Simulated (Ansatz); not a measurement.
# Σ3 (112) boundary in bcc Ta: structure and resistance, part 2 of 3

Wanted: what the Σ3 (112) boundary in bcc Ta costs an interconnect.

Ansatz 0.2.0; Ansatz plane-wave DFT, r2SCAN, PAW files; relaxation of a bicrystal slab with its lowest layers held; PAW set soft_1 (the session's first sound run).

So far. Step 2 (Relaxing the bicrystal): The largest force component on a free atom ends at 0.010 eV/Å, under the tolerance of 0.03, after 10 steps.

## 3. Transmission across the boundary

Bulk layers of each grain are laid under and over the relaxed boundary, and a lead is named in the middle of each, away from the free faces. The mesh across the current, 22×14, is finer than the density's, because channels open and close sharply across the zone. Energies from -0.27 to 0.27 eV in steps of 0.036 eV cover the slope of the Fermi function at 300 K, so the program can form a conductance.

This step: Ansatz plane-wave DFT, r2SCAN, PAW files; ballistic transport by layer matching (Landauer), zero bias; boundary relaxed in a short slab, bulk layers laid on; PAW set soft_1 (Ansatz 0.2.0).

System of this step: Σ3 (112) boundary in bcc Ta. The cell holds 33 atoms: 33 Ta. Its edges and angles: a = 2.860 Å, b = 4.671 Å, c = 51.207 Å, α = 90.0°, β = 90.0°, γ = 90.0°. It derives from Ta. Regions: lower grain, 13 atoms (13 Ta); boundary, 9 atoms (9 Ta); upper grain, 11 atoms (11 Ta). Vacuum lies along c.

The input, input.yaml:

```yaml
crystal:
  lattice:
    - [2.8601008575, 0.0, 0.0]
    - [0.0, 4.6705251426, 0.0]
    - [0.0, 0.0, 51.2074587162]
  atoms:
    - { symbol: Ta, position: [-5.6666666666, -8.5, 0.0781136206] }
    - { symbol: Ta, position: [-5.3333333333, -8.0, 0.1044430754] }
    - { symbol: Ta, position: [-5.0, -7.5, 0.1307725303] }
    - { symbol: Ta, position: [-4.6666666666, -7.0, 0.1571019852] }
    - { symbol: Ta, position: [-4.3333333333, -6.5, 0.1834314401] }
    - { symbol: Ta, position: [-4.0, -6.0, 0.209760895] }
    - { symbol: Ta, position: [-3.6666666666, -5.5, 0.2360903499] }
    - { symbol: Ta, position: [-3.3333333333, -5.0, 0.2624198048] }
    - { symbol: Ta, position: [-3.0, -4.5, 0.2887492597] }
    - { symbol: Ta, position: [-2.6666666666, -4.0, 0.3150787146] }
    - { symbol: Ta, position: [-2.3333333333, -3.5, 0.3414081694] }
    - { symbol: Ta, position: [-2.0, -3.0, 0.3677376243] }
    - { symbol: Ta, position: [-1.6666666666, -2.5, 0.3940670792] }
    - { symbol: Ta, position: [0.6666666667, 0.0, 0.4203965341] }
    - { symbol: Ta, position: [0.0028903871, 0.5, 0.4470351842] }
    - { symbol: Ta, position: [0.341966869, 0.0, 0.4731199241] }
    - { symbol: Ta, position: [0.6776338242, 0.5, 0.4988137975] }
    - { symbol: Ta, position: [-0.0242590137, 0.0, 0.5262364167] }
    - { symbol: Ta, position: [0.4725798731, 0.5, 0.552734661] }
    - { symbol: Ta, position: [0.1606315672, 0.0, 0.5799419288] }
    - { symbol: Ta, position: [-0.1667760266, 0.5, 0.6056456474] }
    - { symbol: Ta, position: [0.4930264209, 0.0, 0.6322623757] }
    - { symbol: Ta, position: [-1.8403069124, -2.5, 0.6585918306] }
    - { symbol: Ta, position: [-2.1736402457, -3.0, 0.6849212854] }
    - { symbol: Ta, position: [-2.5069735791, -3.5, 0.7112507403] }
    - { symbol: Ta, position: [-2.8403069124, -4.0, 0.7375801952] }
    - { symbol: Ta, position: [-3.1736402457, -4.5, 0.7639096501] }
    - { symbol: Ta, position: [-3.5069735791, -5.0, 0.790239105] }
    - { symbol: Ta, position: [-3.8403069124, -5.5, 0.8165685599] }
    - { symbol: Ta, position: [-4.1736402457, -6.0, 0.8428980148] }
    - { symbol: Ta, position: [-4.5069735791, -6.5, 0.8692274697] }
    - { symbol: Ta, position: [-4.8403069124, -7.0, 0.8955569246] }
    - { symbol: Ta, position: [-5.1736402457, -7.5, 0.9218863794] }
kpoints:
  mp_grid: { grid: [9, 6, 1] }
hamiltonian:
  xc: r2scan
  pseudopotentials: { kind: paw, azcp: { folder: soft_1 } }
scf:
  occupations: { method: fermi_dirac, width: 0.1 }
output:
  transmission:
    leads: [[7, 8], [26, 27]]
    kmesh: [22, 14]
    e_range: [-0.27, 0.27]
    de: 0.036
  write_potential: true
  write_density: true
  volumetric_format: npy
  elf: true
```

Run with:

```console
$ ansatz run input.yaml --threads 4 --pin off --max-ram 15360MiB --backend cpu --events-out ev --progress --plain --runs-dir out
```

Numbers of over 12 decimals in the logs are rounded to 6 here.

Log:

```text
[...]
Crystal: 33 atoms, lattice volume = 684.038 Å³
Basis set: ecut = 500 eV, 17341 PW (Γ), exchange–correlation on 96×144×1500 points (64 copies of the dense FFT grid, shifted against one another)
Bands: 258, of which v1, the nominal top of the filled ones, is band 215 counted from 1 (214 counted from 0)
Symmetry: 2 space group operations
[...]
k-points: 20 of 54 (time reversal used)
[...]
SCF iter   1: F=—  HF=-328193.637023 eV  |F-HF|=—  |Δ(HF+E_count)|=         —  Δρ=4.89e-2  dr2=9.29e2  dr2_τ=1.38e0  ethr=3.10e-3  ⟨swp⟩=7.8  Hψ=22750  notcnv=0  defer=70
[...]
SCF iter  12: F=-328185.954218 eV  HF=-328185.954218 eV  |F-HF|=3.43e-9  |Δ(HF+E_count)|=   5.65e-9  Δρ=5.90e-7  dr2=8.56e-9  dr2_τ=4.12e-10  ethr=2.33e-11  ⟨swp⟩=20.9  Hψ=19064  notcnv=0
SCF 1 converged in 12 iterations: F = -328185.954218 eV  dr2 = 8.56e-9
[...]
transmission: 509 of 5088 steps passed
transmission: 1023 of 5088 steps passed
[...]
transmission: 5088 of 5088 steps passed
WARN: The output density's exchange-correlation potential varies sharply where the density is thin. Do not read a vacuum level from v_tot or v_xc, or from such a field of the output density. On a cell that repeats whose density bears no net charge and no dipole along the vacuum's axis use v_es (v_loc + v_h of the components); under efield.dipole_correction with no amplitude use v_es + v_field, which holds any externa [...]
SCF converged after 12 iterations
Free energy (F): -328185.954218 eV
[...]
Internal energy: -328184.567847 eV  (E = F + TS)
E sigma→0 (E₀):  -328185.261032 eV
Entropy (-TS):   -1.386371 eV (-42.011 meV/atom)
Fermi energy:    15.548400 eV
[...]
--- Band table (eV; the first three rows and the last of 20) ---
  k-point 0: bands = [... 211 lower, 15.6252, 15.7408, 15.7605, 15.7915, 15.8790, 15.9202, 15.9393, 15.9529, ... 39 higher]
  k-point 1: bands = [... 211 lower, 15.4759, 15.5720, 15.6165, 15.6820, 15.7123, 15.7488, 15.8511, 15.8989, ... 39 higher]
  k-point 2: bands = [... 211 lower, 15.5103, 15.5363, 15.5582, 15.5857, 15.6199, 15.6277, 15.6374, 15.6934, ... 39 higher]
  k-point 19: bands = [... 211 lower, 15.5760, 15.7449, 15.7729, 15.8127, 15.8980, 15.9842, 15.9879, 16.1142, ... 39 higher]
--- Transmission ---
  basis      : 139 plane waves across, 53 finite elements along
  points     : 96, standing for a mesh of 22 x 14
  filling    : by the input's occupations and mesh, since the crystals that have channels conduct as metals do. If one of these is a semiconductor, that mesh has misplaced its level
  energies   : 16 from -0.270000 to 0.270000 eV about the Fermi level, 0.036000 eV apart; the leads are filled to 0.000000 eV, and channels, transmission and decay are at 0.018000 eV
  crystal 0  : Ta2, at the sites [7, 8], period 2.6965 Å, over 18.88 Å; its Hamiltonian steps by up to 29.1 meV: too much for a lead, lay more layers or, if its atoms are ordered, name the step of that order
    offset         : up to 0.0000 Å between an atom of the period and one for which it stands
    filled         : 19.4 meV over the level at which it is neutral
    channels       : 2.866883e0 a spin
    conductance    : 1.6947e15 S/m² at 300 K; may be off by some 0.0 % by where its bands' edges are placed, 4.1 % from the k-mesh, 1.2 % from the distance to neutral
[...]
filled         : 21.0 meV over the level at which it is neutral
    channels       : 2.866883e0 a spin
[...]
junction   : crystal 0 to crystal 1, 12.76 to 37.10 Å
    transmission   : 1.763383e0 a spin
    conductance    : 1.0437e15 S/m² at 300 K (1.0077e15 on every other point, 1.0450e15 on every other energy)
    error estimate : 0.1 % from the energy spacing and 1.7 % from band edges of the leads and from resonances (wavevectors taken as independent; lower de), 6.5 % from the k-mesh, 5.1 % from the steps of its leads' Hamiltonians or their offsets (lay more layers), 2.1 % from the distance to neutral
    resistance     : 3.6789e-4 Ω µm² beyond half of each lead's own
```

The job ended after 36 min (4 threads of Arm Neoverse N1, shared host; peak memory 7.8 GiB; 2.2 h of CPU time).

The column dr2 measures how far the density is from self-consistency, as an energy; F and HF (Harris–Foulkes) agree once it is small.

Numbers from this step:

```
free energy                                                                : -328185.9542 eV
energy at zero smearing                                                    : -328185.2610 eV
Fermi energy                                                               : 15.55 eV
cell area                                                                  : 13.36 Å²
step of the lead's potential                                               : 29.1 meV
ballistic conductance of the lead                                          : 1.69e15 S/m²
estimated errors of the lead's conductance                                 : 0, 4.1, 1.2 % (band edges, k-mesh, distance from neutral)
lead conductance per cell                                                  : 2.922 G₀
step of the upper lead's potential                                         : 10 meV
ballistic conductance of the upper lead                                    : 1.69e15 S/m²
conductance of the junction                                                : 1.04e15 S/m²
junction conductance per cell                                              : 1.799 G₀
estimated errors of the junction's conductance                             : 0.1, 1.7, 6.5, 5.1, 2.1 % (energy step, band edges, k-mesh, leads' steps, distance from neutral)
area resistance that the stack adds (contact term taken off, spin by spin) : 0.3679 fΩ m²
```

Per spin. Table of transmission, zone mean by energy, zero at the Fermi level:

| energy (eV) | transmission, zone mean |
| --- | --- |
| -0.270 | 2.23 |
| -0.234 | 2.19 |
| -0.198 | 2.12 |
| -0.162 | 2.07 |
| -0.126 | 2.02 |
| -0.090 | 1.96 |
| -0.054 | 1.90 |
| -0.018 | 1.84 |
| 0.018 | 1.76 |
| 0.054 | 1.70 |
| 0.090 | 1.65 |
| 0.126 | 1.59 |
| 0.162 | 1.50 |
| 0.198 | 1.43 |
| 0.234 | 1.35 |
| 0.270 | 1.26 |

Per spin. Open channels, zone mean against energy, zero at the Fermi level:

| energy (eV) | lead | upper lead |
| --- | --- | --- |
| -0.270 | 3.59 | 3.56 |
| -0.234 | 3.54 | 3.54 |
| -0.198 | 3.39 | 3.36 |
| -0.162 | 3.33 | 3.31 |
| -0.126 | 3.19 | 3.19 |
| -0.090 | 3.11 | 3.11 |
| -0.054 | 3.02 | 3.03 |
| -0.018 | 2.95 | 2.95 |
| 0.018 | 2.87 | 2.87 |
| 0.054 | 2.87 | 2.85 |
| 0.090 | 2.81 | 2.81 |
| 0.126 | 2.72 | 2.72 |
| 0.162 | 2.60 | 2.60 |
| 0.198 | 2.54 | 2.54 |
| 0.234 | 2.46 | 2.46 |
| 0.270 | 2.33 | 2.33 |

Transmission over k1 and k2. At -0.0180 eV from the Fermi level (the log's summary may quote the solved energy on the other side of it).

Ten even steps from '0' (0.08) to '9' (4.33):
```
4566322597565795223665
4455324566555665423554
4431113455888554311134
5532003325797523300235
0000002356666653200000
1011112566666665211110
1011113666666666311110
1011112566666665211110
0000002356666653200000
5532003325797523300235
4431113455888554311134
4455324566555665423554
4566322597565795223665
4566321386333683123665
```
Columns: k1 (b1) from -0.5 to 0.455; rows upwards: k2 (b2) from -0.5 to 0.429.

Open channels over k1 and k2. At -0.0180 eV from the Fermi level (the log's summary may quote the solved energy on the other side of it).

Values, 14 rows by 16 columns, each cell a mean:
```
4.00 4.00 3.82 2.00 2.00 4.00 5.00 3.55 3.00 4.09 4.91 3.27 2.00 2.36 4.00 4.00
3.00 3.55 3.82 2.00 2.64 3.91 4.00 4.00 4.00 4.00 4.00 3.64 2.36 2.36 4.00 3.27
3.00 3.00 2.18 2.00 2.64 3.18 4.00 4.73 5.00 4.45 3.91 3.00 2.36 2.00 2.45 3.00
4.00 3.45 2.09 1.36 2.64 3.00 3.45 4.73 5.00 4.45 3.18 3.00 2.36 1.27 2.45 3.73
2.00 2.00 1.91 1.00 2.27 3.00 3.00 3.00 3.00 3.00 3.00 3.00 1.73 1.18 2.00 2.00
2.00 2.00 1.91 1.00 1.64 3.64 3.00 3.00 3.00 3.00 3.09 3.27 1.36 1.18 2.00 2.00
2.00 2.00 1.91 1.00 2.27 3.73 3.00 3.00 3.00 3.00 3.09 3.64 1.73 1.18 2.00 2.00
2.00 2.00 1.91 1.00 1.64 3.64 3.00 3.00 3.00 3.00 3.09 3.27 1.36 1.18 2.00 2.00
2.00 2.00 1.91 1.00 2.27 3.00 3.00 3.00 3.00 3.00 3.00 3.00 1.73 1.18 2.00 2.00
4.00 3.45 2.09 1.36 2.64 3.00 3.45 4.73 5.00 4.45 3.18 3.00 2.36 1.27 2.45 3.73
3.00 3.00 2.18 2.00 2.64 3.18 4.00 4.73 5.00 4.45 3.91 3.00 2.36 2.00 2.45 3.00
3.00 3.55 3.82 2.00 2.64 3.91 4.00 4.00 4.00 4.00 4.00 3.64 2.36 2.36 4.00 3.27
4.00 4.00 3.82 2.00 2.00 4.00 5.00 3.55 3.00 4.09 4.91 3.27 2.00 2.36 4.00 4.00
4.00 4.00 3.82 2.00 2.00 3.82 4.00 2.55 2.00 3.09 4.00 3.27 2.00 2.36 4.00 4.00
```
Columns: k1 (b1) from -0.5 to 0.455; rows upwards: k2 (b2) from -0.5 to 0.429.

ELF in the ca plane at fractional y = 0.500, with atoms of Ta within 0.2 Å of it. It is the smooth field of the valence electrons, not physical close to the nuclei.

Values, 5 rows by 16 columns, each cell a mean:
```
0.33 0.29 0.33 0.50 0.49 0.28 0.43 0.29 0.34 0.29 0.36 0.50 0.50 0.17 0.05 0.01
0.34 0.67 0.33 0.52 0.57 0.35 0.30 0.40 0.34 0.67 0.37 0.51 0.60 0.11 0.05 0.01
0.45 0.41 0.40 0.32 0.29 0.33 0.37 0.33 0.44 0.41 0.40 0.32 0.35 0.30 0.14 0.01
0.33 0.63 0.29 0.34 0.31 0.34 0.55 0.50 0.33 0.63 0.27 0.33 0.36 0.46 0.21 0.01
0.38 0.26 0.38 0.38 0.52 0.29 0.55 0.47 0.39 0.27 0.38 0.39 0.55 0.20 0.11 0.01
```
Columns run along c (16.0 Å, from fractional 0.69 to 1.00 of the cell), rows up along a (2.9 Å). Atoms in or near the plane, at fractional coordinates: Ta at (0.71, 0.49), Ta at (0.76, 0.83), Ta at (0.82, 0.16), Ta at (0.87, 0.49), Ta at (0.92, 0.83).

Valence density in the ca plane at fractional y = 0.500, with atoms of Ta within 0.2 Å of it. It is the smooth field of the valence electrons, not physical close to the nuclei.

Ten even steps from '0' (0.0 e/Å³) to '9' (4.6 e/Å³), each cell a mean:
```
00000000159993001243100000000014999300000000
00133100159893000010000013310015989300000000
01588510037861000000000148851003786200000000
02899710012310000011000279972001232000000000
02799610000000001354100179961000000000000000
01366300000000002799410136630000000000000000
00111000001210003989510011100000121000000000
00000000026741002799400000000002675100000000
```
Columns run along c (16.0 Å, from fractional 0.69 to 1.00 of the cell), rows up along a (2.9 Å). Atoms in or near the plane, at fractional coordinates: Ta at (0.71, 0.49), Ta at (0.76, 0.83), Ta at (0.82, 0.16), Ta at (0.87, 0.49), Ta at (0.92, 0.83).

Electrostatic potential energy in the ca plane at fractional y = 0.500, with atoms of Ta within 0.2 Å of it. With pseudopotentials it is smooth inside the atoms' cores, unlike the true potential.

Ten even steps from '0' (-49 eV) to '9' (19 eV), each cell a mean:
```
99888999740015888545799998899984001589999999
98755789730015899888999875578973001489999999
97411478852136899989999741147885213689999999
86200268976568999878898620026898656899999999
86200379998889997544788630026999888999999999
87533589998899986201478853358999888999999999
99877899987678985100379987789998767899999999
99988999863247886201489998899986324689999999
```
Columns run along c (16.0 Å, from fractional 0.69 to 1.00 of the cell; values clipped at the 3rd and 97th percentile), rows up along a (2.9 Å). Atoms in or near the plane, at fractional coordinates: Ta at (0.71, 0.49), Ta at (0.76, 0.83), Ta at (0.82, 0.16), Ta at (0.87, 0.49), Ta at (0.92, 0.83).

The larger of the two leads' potential steps is 29 meV from period to period, which the log calls too much for a lead. The program estimates the junction's conductance to 6.5 % from the k-mesh, 2.1 % from the leads' distance from neutral and 5.1 % from their steps.

By hand: 1/G − 1/G_lead = 1/1.044 − 1/1.695 = 0.368 fΩ m² with G in 10¹⁵ S/m².

## 4. Specific resistance

This step: Ansatz plane-wave DFT, r2SCAN, PAW files; ballistic transport by layer matching (Landauer), zero bias; specific resistance of the boundary; PAW set soft_1 (Ansatz 0.2.0).

This step gave:

- area resistance: 0.3699 fΩ m²
- T over the leads' mean channel count: 0.6134

Averaged over the energies near the Fermi level, 61.3 % of the channels pass, which makes 0.370 fΩ m².

By hand, with T and the leads' channels N averaged over the energies near the Fermi level: RA = A (h/2e²)(1/T − ½[1/N₁ + 1/N₂]) = 13.36×10⁻²⁰ m² × 12 906 Ω × (1/1.802 − ½[1/2.938 + 1/2.937]) = 0.370 fΩ m².

[end of part 2 of 3]

[Logs are printed without paths, hosts, clocks, repeated set-up lines and the standing remarks that a program may print on its own settings, such as how far it seeks lower states.]

[Hosts, paths, dates, database ids (printed as entryN), source tags and the programs' standing remarks are cut or masked in the printed files.]
